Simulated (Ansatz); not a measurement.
# SnAu2 (built on the sites of a database entry of HfAu2): phonons and vibrational spectra

Wanted: phonon frequencies of SnAu2 (built on the sites of a database entry of HfAu2) and what follows from them.

Method: DFT PBEsol, scalar-relativistic, plane waves, PAW, in Ansatz 0.2.0.

Report form: the programs' logs are mostly left out.

The structure was built from a prototype and need not be the compound's stable phase.

## (1) Starting point

It takes space group I4/mmm (No. 139, tetragonal). The conventional cell has a = 3.275 Å, b = 3.275 Å, c = 8.048 Å, α = 90.00°, β = 90.00°, γ = 90.00°. Sn has 10 Au at 2.68 Å nearest. Au has 5 Au at 2.67 to 2.69 Å and 5 Sn at 2.68 Å nearest. Farther neighbours are not listed.

## (2) Rough relaxation

The start is far from rest, so a relaxation with loose tolerances brings it close first.

input.yaml reads:

```yaml
crystal:
  lattice:
    - [-1.63764, 1.63764, 4.02404]
    - [1.63764, -1.63764, 4.02404]
    - [1.63764, 1.63764, -4.02404]
  atoms:
    - { symbol: Sn, position: [0.0, 0.0, 0.0] }
    - { symbol: Au, position: [0.66735012, 0.66735012, 0.0] }
    - { symbol: Au, position: [0.33264988, 0.33264988, 0.0] }
kpoints:
  mp_grid: { grid: [8, 8, 8] }
hamiltonian:
  xc: pbesol
scf:
  occupations: { method: gaussian, width: 0.1 }
output:
  forces: true
  stress: true
  eigenvalues: true
relax:
  adjacent_minimum: "off"
  f_tol: 0.05
  max_steps: 80
  cell: { stress_tol: 0.5 }
```

Run with:

```console
$ ansatz run input.yaml --threads 8 --pin off --max-ram 14336MiB --backend cpu --events-out ev --progress --plain --runs-dir out
```

The job ended after 5.2 s (8 threads of Intel Xeon Platinum 8488C (Sapphire Rapids), shared host; peak memory 0.55 GiB; 30 s of CPU time).

The steps of the relaxation:

```csv
step,energy less that of the first step (eV),largest force component (eV/Å),pressure (GPa),volume (Å³)
1,0.0000,0.0080,75.45,43.17
2,-1.9176,0.0095,26.80,49.57
3,-2.3979,0.0102,9.08,53.99
4,-2.4957,0.0136,-3.46,59.24
5,-2.5170,0.0214,-1.47,58.32
6,-2.5212,0.0012,0.13,57.60
7*,-2.5490,0.0042,0.97,57.60
8,-2.5523,0.0025,0.17,58.20
9*,-2.5525,0.0025,0.17,58.20
```

Relaxation steps marked * repeat the geometry before them on a plane-wave basis chosen anew for their cell, so energy and pressure can jump there.

Forces are held to the 16 operations that the run works with; a distortion that breaks them can't arise in this run.

```csv
cell as run,before,after,change
a (Å),4.643,4.940,+6.4 %
b (Å),4.643,4.940,+6.4 %
c (Å),4.643,4.940,+6.4 %
α (°),138.69,135.59,-2.2 %
β (°),138.69,135.59,-2.2 %
γ (°),59.84,64.62,+8.0 %
volume (Å³/atom),14.39,19.40,+34.8 %
```

The relaxed structure:

```xyz
3
Lattice="-1.8669 1.8669 4.1749 1.8669 -1.8669 4.1749 1.8669 1.8669 -4.1749" Properties=species:S:1:pos:R:3 pbc="T T T"
Sn    0.0000    0.0000    0.0000
Au    0.0000    0.0000    5.5751
Au    0.0000    0.0000    2.7746
```

This step gave:

```
pressure          : 0.1655 GPa
volume per atom   : 19.40 Å³
gap on the k-mesh : 0 eV
```

In this step the volume went from 14.39 to 19.40 Å³/atom.

## (3) Bringing the structure to rest

The cell and atoms are relaxed, since residual forces and stress would shift the frequencies.

input.yaml, the sections that differ from step 2:

```yaml
crystal:
  lattice:
    - [-1.8669187895, 1.8669187895, 4.1748776562]
    - [1.8669187895, -1.8669187895, 4.1748776562]
    - [1.8669187895, 1.8669187895, -4.1748776562]
  atoms:
    - { symbol: Sn, position: [0.0, 0.0, 0.0] }
    - { symbol: Au, position: [0.6677007702, 0.6677007702, 0.0] }
    - { symbol: Au, position: [0.3322992298, 0.3322992298, 0.0] }
kpoints:
  mp_grid: { grid: [16, 16, 16] }
relax:
  adjacent_minimum: "off"
  f_tol: 0.005
  max_steps: 80
  cell: { stress_tol: 0.05 }
# hamiltonian, scf, output: as in step 2
```

It took 12 s on 8 threads; peak memory 0.9 GiB; 87 s of CPU time.

The steps of the relaxation:

```csv
step,energy less that of the first step (eV),largest force component (eV/Å),pressure (GPa),volume (Å³)
1,0.0000,0.0431,0.41,58.20
2,-0.0022,0.0488,-0.51,58.53
3,-0.0032,0.0205,0.05,58.17
4,-0.0033,0.0028,0.02,58.19
5*,-0.0033,0.0027,0.01,58.19
```

Relaxation steps marked * repeat the geometry before them on a plane-wave basis chosen anew for their cell, so energy and pressure can jump there.

The run keeps the 16 symmetry operations that it works with, so distortions that break them were not tested.

```csv
"conventional cell, symmetrised",before,after,change
a (Å),3.734,3.712,-0.6 %
b (Å),3.734,3.712,-0.6 %
c (Å),8.350,8.444,+1.1 %
volume (Å³/atom),19.40,19.40,-0.0 %
```

The relaxed structure:

```
Sn Au
1.0
    -1.85620    1.85620    4.22211
     1.85620   -1.85620    4.22211
     1.85620    1.85620   -4.22211
Sn Au
1 2
Direct
  0.00000 0.00000 0.00000
  0.66808 0.66808 0.00000
  0.33192 0.33192 0.00000
```

Numbers from this step:

* pressure: 0.01367 GPa

In this step the volume went from 19.40 to 19.40 Å³/atom.

## (4) Relaxing to small forces for the phonons

Phonons need a cell at rest on their own settings, so the relaxation is repeated with tight tolerances on forces and stress on the k mesh and occupations of the first response run.

input.yaml reads:

```yaml
crystal:
  lattice:
    - [-1.8562000127, 1.8562000127, 4.2221065321]
    - [1.8562000127, -1.8562000127, 4.2221065321]
    - [1.8562000127, 1.8562000127, -4.2221065321]
  atoms:
    - { symbol: Sn, position: [0.0, 0.0, 0.0] }
    - { symbol: Au, position: [0.6680791496, 0.6680791496, 0.0] }
    - { symbol: Au, position: [0.3319208504, 0.3319208504, 0.0] }
kpoints:
  mp_grid: { grid: [16, 16, 16] }
hamiltonian:
  xc: pbesol
scf:
  occupations: { method: methfessel_paxton, width: 0.2 }
output:
  forces: true
  stress: true
  eigenvalues: true
relax:
  adjacent_minimum: "off"
  f_tol: 0.001
  max_steps: 60
  cell: { stress_tol: 0.01 }
```

Elapsed: 10 s, on 8 threads; peak memory 0.89 GiB.

Little changed from the start: no atom moved by 0.005 Å and no cell edge by 0.1 %.

This step gave:

```yaml
pressure: 3.06e-4 GPa
volume_per_atom: 19.39 Å³
```

The largest force component left is 0.17 meV/Å and the pressure is 0.000 GPa, within the tolerances set. The cell now holds 19.39 Å³/atom.

## (5) Linear response at the zone centre

The zone centre comes first: it holds the modes that light can see, as far as symmetry allows. No field response is asked, since the mesh shows no gap.

input.yaml, the sections that differ from step 4:

```yaml
crystal:
  lattice:
    - [-1.8557664721, 1.8557664721, 4.2237681773]
    - [1.8557664721, -1.8557664721, 4.2237681773]
    - [1.8557664721, 1.8557664721, -4.2237681773]
  atoms:
    - { symbol: Sn, position: [0.0, 0.0, 0.0] }
    - { symbol: Au, position: [0.6680494542, 0.6680494542, 0.0] }
    - { symbol: Au, position: [0.3319505458, 0.3319505458, 0.0] }
output:
  eigenvalues: true
phonons:
  method: dfpt
# kpoints, hamiltonian, scf: as in step 4
# relax: removed
```

Wall time 56 s (8 threads); peak memory 3.2 GiB.

This step gave:

| Item | Value |
| --- | --- |
| sum-rule residual before enforcement | 7.22e-5 eV/Å² |
| point group | 4/mmm |
| highest optical mode at the zone centre (no LO-TO term) | 138.9 cm⁻¹ |
| lowest optical zone-centre mode | 72.79 cm⁻¹ |

Patterns of degenerate modes are one choice out of their space. Modes at Γ, with each element's share of the kinetic energy:

```csv
mode,frequency (cm⁻¹),symmetry,Sn %,Au %
1,0.0,acoustic,23,77
2,0.0,acoustic,23,77
3,0.0,acoustic,23,77
4,72.8,Eu,77,23
5,72.8,Eu,77,23
6,75.8,Eg,0,100
7,75.8,Eg,0,100
8,120.9,A1g,0,100
9,138.9,A2u,77,23
```

Displacements in mode 4 (72.8 cm⁻¹), the largest set to 1:
```
Sn1  0.00  1.00  0.00
Au2  0.00 -0.30  0.00
Au3  0.00 -0.30  0.00
```

Displacements in mode 8 (120.9 cm⁻¹), the largest set to 1:
```
Sn1  0.00  0.00  0.00
Au2  0.00  0.00  1.00
Au3  0.00  0.00 -1.00
```

Before it was imposed, the acoustic sum rule was missed by 7.2e-5 eV/Å². Small misses are needed for a sound result but don't prove that mesh and cutoff are converged. The lowest optical mode is real, 72.8 cm⁻¹.

## (6) The dispersion

Stability and thermal properties need the whole zone. Linear response on a 2×2×2 q mesh gives force constants as far as a supercell of that size would.

Changes to input.yaml since step 5:

```diff
@@ -19 +19,10 @@
   method: dfpt
+  qmesh: [2, 2, 2]
+  temperatures: { t_max: 1000, t_step: 50 }
+  qpath:
+    path:
+      - [[0.0, 0.0, 0.0], [0.0, 0.0, 0.5], [0.25, 0.25, 0.25], [0.0, 0.5, 0.0], [0.0, 0.0, 0.0], [0.5, 0.5, -0.5], [0.29825991, 0.70174009, -0.29825991]]
+      - [[-0.29825991, 0.29825991, 0.29825991], [0.0, 0.0, 0.0]]
+      - [[0.0, 0.0, 0.5], [-0.09651982, 0.09651982, 0.5]]
+      - [[0.5, 0.5, -0.09651982], [0.5, 0.5, -0.5]]
+    npoints: 10
```

Elapsed: 4.3 min, on 8 threads; peak memory 4.9 GiB.

This step gave:

```yaml
sum_rule_residual_before_enforcement: 7.27e-5 eV/Å²
lowest_frequency_on_the_path: -13.74 cm⁻¹
highest_frequency_on_the_path_or_at_a_solved_wavevector: 159.1 cm⁻¹
lowest_mode_on_the_q_mesh_acoustic_modes_at_gamma_apart: 28.83 cm⁻¹
```

Frequencies (cm⁻¹) solved at each irreducible wavevector; negative means imaginary. Frequencies by wavevector, by row:

```csv
q in reciprocal lattice units,star,mode 1,mode 2,mode 3,mode 4,mode 5,mode 6,mode 7,mode 8,mode 9
0 0 0,1,0,0,0,72.8,72.8,75.8,75.8,120.9,138.9
0 0 -0.5,2,34.8,37.4,41.2,49.9,86.4,96.4,115.8,123.1,136.7
0 -0.5 0,4,50,52.5,53.8,58,69,71.7,89.9,133.7,158.8
-0.5 -0.5 -0.5,1,28.8,28.8,29.8,29.8,55.8,101.6,101.6,113.7,156.4
```

Interpolated from a 2×2×2 q mesh, rough between the solved points. The phonon branches at the labelled points (cm⁻¹):

```csv
point,branch 1,branch 2,branch 3,branch 4,branch 5,branch 6,branch 7,branch 8,branch 9
Γ,0,0,0,73,73,76,76,121,139
halfway,31,32,51,54,82,92,93,126,141
X,35,37,41,50,86,96,116,123,137
halfway,31,35,51,57,80,102,103,120,144
P,31,31,66,70,70,85,113,113,149
halfway,34,42,60,68,71,82,100,123,154
N,50,52,54,58,69,72,90,134,159
halfway,33,36,52,62,71,76,86,119,151
Γ,0,0,0,73,73,76,76,121,139
halfway,-14,-14,57,57,67,88,92,92,158
M,29,29,30,30,56,102,102,114,156
halfway,33,35,36,49,56,96,107,121,154
S,43,43,48,56,60,82,110,137,150
jump to S0,43,43,48,56,60,82,110,137,150
halfway,29,46,54,63,67,68,95,132,143
Γ,0,0,0,73,73,76,76,121,139
jump to X,35,37,41,50,86,96,116,123,137
halfway,35,40,42,50,85,94,117,123,138
R,35,43,46,51,81,90,120,122,140
jump to G′,35,43,46,51,81,90,120,122,140
halfway,33,45,47,53,57,90,113,121,152
M,29,29,30,30,56,102,102,114,156
```

Tetrahedra on a 18×18×24 mesh, mean over bins of 2 cm-1. Interpolated from a 2×2×2 q mesh, rough between the solved points. Table of phonon density of states by wavenumber; read off at these points:

```csv
wavenumber (cm⁻¹),phonon density of states (1/cm⁻¹/cell)
-13.0,4.8e-4
-7.0,0.00113
-1.0,0.0014
5.0,0.00214
11.0,0.00483
17.0,0.0102
23.0,0.0191
29.0,0.0425
35.0,0.106
41.0,0.0761
47.0,0.109
53.0,0.124
57.0,0.188
59.0,0.124
65.0,0.0707
69.0,0.0936
71.0,0.0922
75.0,0.0705
81.0,0.0736
87.0,0.0552
93.0,0.0533
99.0,0.0482
105.0,0.0503
109.0,0.0595
111.0,0.0457
117.0,0.0480
123.0,0.0523
129.0,0.0308
135.0,0.0159
141.0,0.0210
147.0,0.0418
153.0,0.0656
157.0,0.0814
159.0,0.0300
```

Phonopy on the run's constants, 17x17x21 mesh, Gaussian sigma 2.0 cm-1. Interpolated from a 2×2×2 q mesh, rough between the solved points. Table of partial phonon density of states by wavenumber; read off at these points; values in 1/cm⁻¹/cell:

```csv
wavenumber (cm⁻¹),Au,Sn
-20.0,8.3e-7,0
-15.0,2.6e-4,8.7e-5
-10.0,0.00132,4.0e-4
-5.0,0.00111,3.4e-4
0.0,3.7e-4,1.1e-4
5.0,0.00179,5.4e-4
10.0,0.00315,9.1e-4
15.0,0.00740,0.00202
20.0,0.0109,0.00274
25.0,0.0210,0.00459
30.0,0.0548,0.00843
35.0,0.0835,0.0110
40.0,0.0677,0.0114
45.0,0.0773,0.0166
50.0,0.0975,0.0266
55.0,0.123,0.0340
55.8,0.128,0.0344
60.0,0.0828,0.0273
65.0,0.0531,0.0212
70.0,0.0615,0.0245
75.0,0.0528,0.0201
80.0,0.0506,0.0221
85.0,0.0419,0.0253
90.0,0.0321,0.0217
95.0,0.0305,0.0223
100.0,0.0283,0.0188
105.0,0.0306,0.0197
110.0,0.0306,0.0214
115.0,0.0256,0.0217
120.0,0.0237,0.0264
125.0,0.0183,0.0235
130.0,0.00967,0.0201
135.0,0.00545,0.0129
140.0,0.00541,0.0137
145.0,0.0113,0.0236
150.0,0.0198,0.0351
155.0,0.0256,0.0439
160.0,0.00866,0.0147
165.0,5.0e-5,9.1e-5
170.0,0,0
```

Symmetry leaves 4 wavevectors to solve. The lowest mode among them, the acoustic zeros apart, lies at q = (-0.5, -0.5, -0.5) and is real, 28.8 cm⁻¹. Between them the interpolated path dips to 14i cm⁻¹.

## (7) Isotope substitution

An isotope changes the mass and not the force constants, so no new electronic calculation is needed; the shifts show which modes move this element.

The same force constants with the mass of Sn changed from 118.710 to 123.905 u (phonopy, no LO-TO term). Both lists are sorted by frequency; levels can cross, so a row need not hold one and the same mode. Modes under 3 cm⁻¹ are left out. Isotope shifts, by row:

```csv
q,rank,natural mass (cm⁻¹),changed mass (cm⁻¹)
0 0 0,4,72.79,71.61
0 0 0,5,72.79,71.61
0 0 0,6,75.83,75.83
0 0 0,7,75.83,75.83
0 0 0,8,120.9,120.9
0 0 0,9,138.9,136.6
0 0 -0.5,1,34.75,34.75
0 0 -0.5,2,37.4,37.3
0 0 -0.5,3,41.17,41.03
0 0 -0.5,4,49.87,49.34
0 0 -0.5,5,86.44,86.44
0 0 -0.5,6,96.37,94.58
0 0 -0.5,7,115.8,115.8
0 0 -0.5,8,123.1,121.8
0 0 -0.5,9,136.7,134.2
0 -0.5 0,1,49.95,49.87
0 -0.5 0,2,52.48,52.48
0 -0.5 0,3,53.78,53.67
0 -0.5 0,4,57.98,56.83
0 -0.5 0,5,69.01,69.01
0 -0.5 0,6,71.7,71.01
0 -0.5 0,7,89.92,89.92
0 -0.5 0,8,133.7,131.1
0 -0.5 0,9,158.8,157
-0.5 -0.5 -0.5,1,28.83,28.45
-0.5 -0.5 -0.5,2,28.83,28.45
-0.5 -0.5 -0.5,3,29.77,29.77
-0.5 -0.5 -0.5,4,29.77,29.77
-0.5 -0.5 -0.5,5,55.77,55.65
-0.5 -0.5 -0.5,6,101.6,100.8
-0.5 -0.5 -0.5,7,101.6,100.8
-0.5 -0.5 -0.5,8,113.7,113.7
-0.5 -0.5 -0.5,9,156.4,153.5
```

A mode of this element alone would shift by -2.12 %. The highest zone-centre frequency without the field goes from 138.9 to 136.6 cm⁻¹ (-1.6 %). The product of the frequency ratios over all optical modes at Γ is 0.952; the product rule, (m/m′)^(3k/2) (M′/M)^(3/2) with k = 1 such atoms and M the mass of the cell, gives 0.952.

## (8) Results

| Property | Result |
| --- | --- |
| space group after relaxation (within 0.01 Å) | I4/mmm |
| volume per atom | 19.4 Å³ |
| electronic character | no gap on this mesh |
| highest optical mode at the zone centre (no LO-TO term) | 139 cm⁻¹ |
| lowest optical zone-centre mode | 72.8 cm⁻¹ |
| lowest mode on the q mesh (acoustic modes at Γ apart) | 28.8 cm⁻¹ |
| highest frequency on the path or at a solved wavevector | 159 cm⁻¹ |
| imaginary modes on the 2×2×2 q mesh | none |

In words: No mode is imaginary at the 4 irreducible wavevectors solved, but between them the interpolated path dips to 13.7i cm⁻¹, so stability is not settled. The optical modes at Γ span 73 to 139 cm⁻¹. The highest mode in this list at Γ, 138.9 cm⁻¹, is mostly motion of Sn (77 % of the kinetic energy). The interpolated path dips to 14i cm⁻¹ between the solved wavevectors, which may come from the interpolation; a denser q mesh would tell. The q mesh stands for a supercell only 7.4 Å across, so branches between the solved wavevectors are rough. With no gap, or one that is small against the smearing, the frequencies hang on the k mesh and the smearing, most of all near Kohn anomalies. Spin-orbit coupling is left out, which can matter for the heavy elements here. A phonon run warned that its eigensolver left some bands unconverged in a pass. The starting cell was built on a prototype and not taken from a measurement, so the phase need not exist. These are harmonic frequencies at zero temperature: anharmonic shifts, linewidths and thermal expansion are left out.

[Logs are printed without paths, hosts, clocks, repeated set-up lines and the standing remarks that a program may print on its own settings, such as how far it seeks lower states.]

[Hosts, paths, dates, database ids (printed as entryN), source tags and the programs' standing remarks are cut or masked in the printed files.]
